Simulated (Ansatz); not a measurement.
## 2H-CrOSe monolayer in a perpendicular field

Aim: how the 2H-CrOSe monolayer screens a field along its normal, and what the field does to its bands. A positive field points along +c.

Method: plane-wave DFT, PBE-D3(BJ), Ansatz PAW, in Ansatz 0.2.0.

Most raw output is cut from this account.

**1. Set-up**

The cell holds 3 atoms: 1 Se, 1 Cr and 1 O. Cell: a = 2.927 Å, b = 2.927 Å, c = 36.437 Å, α = 90.0°, β = 90.0°, γ = 120.0°. Vacuum lies along c.

**2. Relaxation**

The starting cell is a guess, so the in-plane lattice and the atoms are relaxed first, with the slab cut off from its images along the normal.

input.yaml reads:

```yaml
crystal:
  lattice:
    - [2.926782, 0.0, 0.0]
    - [-1.463391, 2.5346675633, 0.0]
    - [0.0, 0.0, 36.4374756385]
  atoms:
    - { symbol: Se, position: [0.3333333333, 0.6666666667, 0.4624359867] }
    - { symbol: Cr, position: [0.0, 0.0, 0.511915582] }
    - { symbol: O, position: [0.3333333333, 0.6666666667, 0.5375640133] }
  periodic: [true, true, false]
kpoints:
  mp_grid: { grid: [12, 12, 1] }
hamiltonian:
  xc: pbe
  dispersion: d3bj
scf:
  occupations: { method: fermi_dirac, width: 0.05 }
  convergence: { dr2_threshold: 1.0e-09 }
relax:
  f_tol: 0.004
  max_steps: 90
  cell: {}
output:
  write_potential: true
  write_density: true
  volumetric_format: npy
```

Run with:

```console
> ansatz run input.yaml --threads 2 --pin off --max-ram 3072MiB --backend cpu --events-out ev --progress --plain --runs-dir out
```

Wall time 20 s (2 threads of AMD EPYC 9R14 (Zen 4), shared host); peak memory 0.6 GiB; 39 s of CPU time.

This run has no spin polarisation, although Cr can carry a moment.

Relaxation path:

```csv
step,energy less that of the first step (eV),largest force component (eV/Å),volume (Å³)
1,0.0000,0.7040,270.31
2,-0.0220,0.4797,268.64
3,-0.0307,0.1081,266.34
4,-0.0313,0.0117,267.51
5,-0.0313,0.0002,267.48
6*,-0.0305,0.0002,267.48
```

Relaxation steps marked * repeat the geometry before them on a plane-wave basis chosen anew for their cell, so energy and pressure can jump there.

The run keeps the 6 symmetry operations that it works with, so distortions that break them were not tested.

| cell as run | before | after | change |
| --- | --- | --- | --- |
| a (Å) | 2.927 | 2.911 | -0.5 % |
| b (Å) | 2.927 | 2.911 | -0.5 % |

The atoms that moved most (Å, along periodic axes as changes of fractional coordinates times the final cell, across vacuum about the mean position):

```csv
atom,dx,dy,dz,length
Cr2,0.000,0.000,-0.042,0.042
Se1,0.000,0.000,0.034,0.034
O3,0.000,0.000,0.008,0.008
```

Final coordinates:

```xyz
3
Lattice="2.9114 0.0000 0.0000 -1.4557 2.5214 0.0000 0.0000 0.0000 36.4375" Properties=species:S:1:pos:R:3
Se    0.0000    1.6809   16.8837
Cr    0.0000    0.0000   18.6113
O     0.0000    1.6809   19.5953
```

This step gave:

```
energy at zero smearing : -9415.1178 eV
```

The lattice constant a goes from 2.927 to 2.911 Å.

**3. Single point, field 0**

A sawtooth potential applies the field, turning back in the middle of the vacuum. With the dipole correction the typed value is the field outside the slab. The induced dipole is small, so the SCF threshold is tight.

The cell differs from the one that the last finished run ended in (c 36.437 → 20.712 Å).

input.yaml reads:

```yaml
crystal:
  lattice:
    - [2.9114101893, 0.0, 0.0]
    - [-1.4557050946, 2.5213551847, 0.0]
    - [0.0, 0.0, 20.7116377285]
  atoms:
    - { symbol: Se, position: [0.3333333333, 0.6666666667, 0.4345383073] }
    - { symbol: Cr, position: [0.0, 0.0, 0.5179518167] }
    - { symbol: O, position: [0.3333333333, 0.6666666667, 0.5654616927] }
kpoints:
  mp_grid: { grid: [18, 18, 1] }
  band_path:
    path: [[0, 0, 0], [0.5, 0, 0], [0.33333333, 0.33333333, 0], [0, 0, 0]]
    npoints: 16
hamiltonian:
  xc: pbe
  dispersion: d3bj
scf:
  occupations: { method: fermi_dirac, width: 0.02585 }
  convergence: { dr2_threshold: 1.0e-10 }
efield:
  axis: 3
  dipole_correction: true
  ramp_position: 0.97
  ramp_width: 0.06
  amplitude: 0
output:
  dos: { projected: true, e_range: [-6, 5] }
  write_potential: true
  write_density: true
  volumetric_format: npy
  elf: true
```

Run time: 6.3 s. Hardware: 2 threads; peak memory 0.53 GiB.

This step gave:

```yaml
energy_at_zero_smearing: -9415.1177 eV
work_function_upper_face: 6.478 eV
work_function_lower_face: 3.859 eV
dipole_along_the_normal: -0.1063 e·Å
step_between_the_vacuum_levels: 2.619 eV
```

Running mean over a fixed 2.7 Å (it still follows the layers) of the planar mean; the ramp of the sawtooth is left out. Table of electron's electrostatic potential energy less the Fermi level by z:

z (Å), electron's electrostatic potential energy less the Fermi level (eV) and a bar from the least value:
```
      3.0        3.9 #########################
      3.5        3.9 #########################
      4.0        3.9 #########################
      4.5        3.9 #########################
      5.0        3.9 #########################
      5.5        3.8 #########################
      6.0        3.8 #########################
      6.5        3.6 #########################
      7.0        2.6 #######################
      7.5        0.5 ###################
      8.0       -1.8 ###############
      8.5       -3.8 ###########
      9.0       -5.9 #######
      9.5       -8.6 ##
     10.0       -9.9 
     10.5       -9.9 
     11.0       -8.6 ##
     11.5       -6.4 #######
     12.0       -3.1 #############
     12.5        0.5 ###################
     13.0        3.7 #########################
     13.5        5.8 #############################
     14.0        6.4 ##############################
     14.5        6.5 ##############################
     15.0        6.5 ##############################
     15.5        6.5 ##############################
     16.0        6.5 ##############################
     16.5        6.5 ##############################
     17.0        6.5 ##############################
     17.5        6.5 ##############################
```

The density of states has structure finer than the step of the table below, so its rows give means over 0.25 eV, whole bins alone (the curve runs from -6 to 1.83 eV). Peaks (eV: height): -5.970: 6.77, -4.540: 9.32, -2.970: 9.12, -0.980: 9.20, 0.290: 7.79, 0.670: 7.05, 1.610: 15.7.

Density of states against energy, zero at the Fermi level; means over each step:

energy (eV), density of states (states/eV a cell) and a bar:
```
    -5.75        2.7 #############
    -5.50        1.1 ####
    -5.25        1.9 ########
    -5.00        4.0 #####################
    -4.75        3.2 ################
    -4.50        4.8 ##########################
    -4.25        1.1 ####
    -4.00        0.9 ###
    -3.75        1.2 #####
    -3.50        1.3 #####
    -3.25        1.5 ######
    -3.00        3.3 #################
    -2.75        2.6 #############
    -2.50        1.2 ####
    -2.25        1.0 ###
    -2.00        1.6 #######
    -1.75        1.8 ########
    -1.50        0.8 ##
    -1.25        0.5 
    -1.00        4.7 ##########################
    -0.75        1.1 ####
    -0.50        0.6 #
    -0.25        0.4 
     0.00        1.6 #######
     0.25        4.3 #######################
     0.50        1.7 ########
     0.75        4.3 #######################
     1.00        1.6 #######
     1.25        1.0 ###
     1.50        5.5 ##############################
```

Projected DOS per atom over height of the atomic layer and energy from the Fermi level. Layers: Se Cr O from below.

Ten even steps from '0' (0.02 states/eV) to '9' (3.91 states/eV), each cell a mean:
```
193
010
130
150
170
010
000
051
020
010
120
110
211
311
100
100
100
115
126
223
001
124
```
Columns: height of the atomic layer (Å) from 9 to 11.7 (not evenly spaced); rows upwards: energy from the Fermi level (eV) from -5.96 to 1.78.

Electronic bands along the path, in eV, zero at the Fermi level:

```csv
point,band 15,band 16,band 17,band 18,band 19,band 20,band 21,band 22
Γ,-4.04,-1.41,-1.41,0.20,1.57,1.57,3.04,3.04
halfway,-3.85,-3.25,-1.77,-0.76,0.47,1.26,1.62,2.47
M,-4.62,-2.96,-1.71,-0.92,0.25,0.56,1.71,2.47
halfway,-4.52,-3.70,-2.72,-0.93,0.07,0.85,1.71,1.89
K,-4.87,-4.43,-2.61,-1.21,-0.07,1.04,1.49,2.13
halfway,-3.94,-3.13,-2.54,-0.82,0.35,0.91,1.55,2.16
Γ,-4.04,-1.41,-1.41,0.20,1.57,1.57,3.04,3.04
```

Electrostatic potential energy in the ca plane at fractional y = 0.667, with atoms of Se and O within 0.2 Å of it. With pseudopotentials it is smooth inside the atoms' cores, unlike the true potential.

Ten even steps from '0' (-23 eV) to '9' (6 eV), each cell a mean:
```
99999999999998877775215789999999999999999999
99999999999998877775215789999999999999999999
99999999999988632466546789999999999999999999
99999999999986211036664127999999999999999999
99999999999985145216760003999999999999999999
99999999999985145316760003999999999999999999
99999999999986212026773017999999999999999999
99999999999988521366556789999999999999999999
```
Columns run along c (16.0 Å, from fractional 0.16 to 0.93 of the cell; values clipped at the 3rd and 97th percentile), rows up along a (2.9 Å). Atoms in or near the plane, at fractional coordinates: Se at (0.43, 0.33), O at (0.57, 0.33).

Valence density in the ca plane at fractional y = 0.667, with atoms of Se and O within 0.2 Å of it. It is the smooth field of the valence electrons, not physical close to the nuclei.

Ten steps, logarithmic in the rise over the least value, from '0' (0 e/Å³) to '9' (27 e/Å³), each cell a mean:
```
00000000000000000011111122110000000000000000
00000000000000000011111122110000000000000000
00000000000000000112221112221000000000000000
00000000000000000135642112344200000000000000
00000000000000001259963113566310000000000000
00000000000000001259973113566310000000000000
00000000000000000136642112454200000000000000
00000000000000000122222112221100000000000000
```
Columns run along c (16.0 Å, from fractional 0.09 to 0.86 of the cell), rows up along a (2.9 Å). Atoms in or near the plane, at fractional coordinates: Se at (0.43, 0.33), O at (0.57, 0.33).

ELF in the ca plane at fractional y = 0.667, with atoms of Se and O within 0.2 Å of it. It is the smooth field of the valence electrons, not physical close to the nuclei.

Ten even steps from '0' (0.00) to '9' (0.89), each cell a mean:
```
00000000000012334421121110000000000000000000
00000000000001234421121110000000000000000000
00000000000246777762113564200000000000000000
00000000002589986874137898631000000000000000
00000000014799952574258679841000000000000000
00000000014799952574258579841000000000000000
00000000002689986774138898631000000000000000
00000000000257887763113665310000000000000000
```
Columns run along c (16.0 Å, from fractional 0.16 to 0.93 of the cell), rows up along a (2.9 Å). Atoms in or near the plane, at fractional coordinates: Se at (0.43, 0.33), O at (0.57, 0.33).

The work function of the upper face is 6.48 eV.

**4. Single point, field 0.1 V/Å**

Edit input.yaml of step 3 so:

```diff
@@ -25,5 +25,4 @@
   ramp_width: 0.06
-  amplitude: 0
+  amplitude: 0.1
 output:
-  dos: { projected: true, e_range: [-6, 5] }
   write_potential: true
@@ -31,2 +30 @@
   volumetric_format: npy
-  elf: true
```

Elapsed: 7.5 s, on 2 threads; peak memory 0.5 GiB; 15 s of CPU time.

The dipole is -0.0880 e·Å, 0.0183 e·Å from its value without field.

**5. Atoms held, field -0.1 V/Å**

Edit input.yaml of step 4 so:

```diff
@@ -25,3 +25,3 @@
   ramp_width: 0.06
-  amplitude: 0.1
+  amplitude: -0.1
 output:
```

Wall time 7.5 s (2 threads); peak memory 0.5 GiB.

The dipole is -0.125 e·Å, -0.0183 e·Å from its value without field.

**6. Response, atoms held**

This step: plane-wave DFT, PBE-D3(BJ), Ansatz PAW; response to a field along the normal, atoms held (Ansatz 0.2.0).

The dipoles give the slope, and the difference of two potentials shows where the field is screened.

This step gave:

```
equivalent conductor thickness p/(ε₀AE) : 4.506 Å
distance between the outer atoms        : 2.712 Å
```

The dipole of the cell by applied field:

```csv
applied field (V/Å),dipole of the cell (e·Å)
-0.1000,-0.125
0.0000,-0.106
0.1000,-0.0880
```

Local field over the applied field, running mean. From the potentials at -0.1 and 0.1 V/Å; running mean over 2.5 Å. Table of local field over applied field by z:

```csv
z (Å),local field over applied field
4.03,1.000
4.31,0.999
4.75,0.997
5.03,0.995
5.47,0.986
5.75,0.974
6.04,0.954
6.47,0.896
6.76,0.833
7.05,0.749
7.48,0.602
7.77,0.499
8.20,0.342
8.49,0.241
8.77,0.156
9.21,0.0750
9.49,0.0498
9.78,0.0348
10.21,0.0307
10.50,0.0470
10.93,0.101
11.22,0.163
11.51,0.240
11.94,0.375
12.23,0.479
12.51,0.587
12.94,0.735
13.23,0.822
13.66,0.921
13.95,0.958
14.24,0.979
14.67,0.993
14.96,0.997
15.25,0.998
15.68,1.000
15.97,1.000
16.40,1.000
16.68,1.000
```

Electrons, planar mean, per unit field. Induced electron density against z:

```csv
z (Å),induced electron density (e/Å³ per V/Å)
4.03,1.9e-6
4.46,5.5e-6
4.89,1.6e-5
5.32,4.4e-5
5.75,1.2e-4
6.18,2.9e-4
6.62,7.0e-4
7.05,0.00153
7.48,0.00290
7.91,0.00376
8.34,0.00205
8.77,7.7e-4
9.21,9.4e-4
9.64,3.0e-5
10.07,-0.00133
10.64,0.00114
11.07,-4.9e-4
11.51,-0.00209
11.94,-0.00231
12.37,-0.00409
12.80,-0.00236
13.23,-9.5e-4
13.66,-3.4e-4
14.10,-1.1e-4
14.53,-3.6e-5
14.96,-1.1e-5
15.39,-3.3e-6
15.82,-1.2e-6
16.25,-2.9e-7
16.68,-1.7e-7
```

By hand: between -0.1 and 0.1 V/Å the dipole changes by 0.03656 e·Å, a slope of 0.1828 e·Å²/V. A perfect conductor of thickness t has p = ε₀AEt, so t = 180.95 × 0.1828 / 7.341 = 4.51 Å (e/ε₀ = 180.95 V·Å, A in Å²).

The induced dipole is that of a conductor 4.51 Å thick.

**7. What came out**

```json
{
 "gap without field": "none",
 "work function, upper face": "6.48 eV",
 "step between the vacuum levels": "2.62 eV",
 "equivalent conductor thickness, atoms held": "4.51 Å"
}
```

In words: The induced dipole equals that of a perfect conductor 4.51 Å thick, while the outer atoms lie 2.71 Å apart. The two faces differ: the vacuum level above lies 2.62 eV higher than the one below. There is no gap over 0.03 eV, with or without the field. The main runs have no spin polarisation; a magnetic state could lie lower and would change these results. Spin-orbit coupling is left out.

[Logs are printed without paths, hosts, clocks, repeated set-up lines and the standing remarks that a program may print on its own settings, such as how far it seeks lower states.]

[Hosts, paths, dates, database ids (printed as entryN), source tags and the programs' standing remarks are cut or masked in the printed files.]

[Maps of the electrostatic potential energy from Ansatz leave out the sawtooth potential of an applied field or a dipole correction, so their vacuum need not be flat; planar profiles and work functions include it.]

[The density of states shown here was stored with 400 of the rows of the run's finer table, so its peaks can read low, often by over a quarter, or be missed, and its means over a window can be off by a tenth or more.]
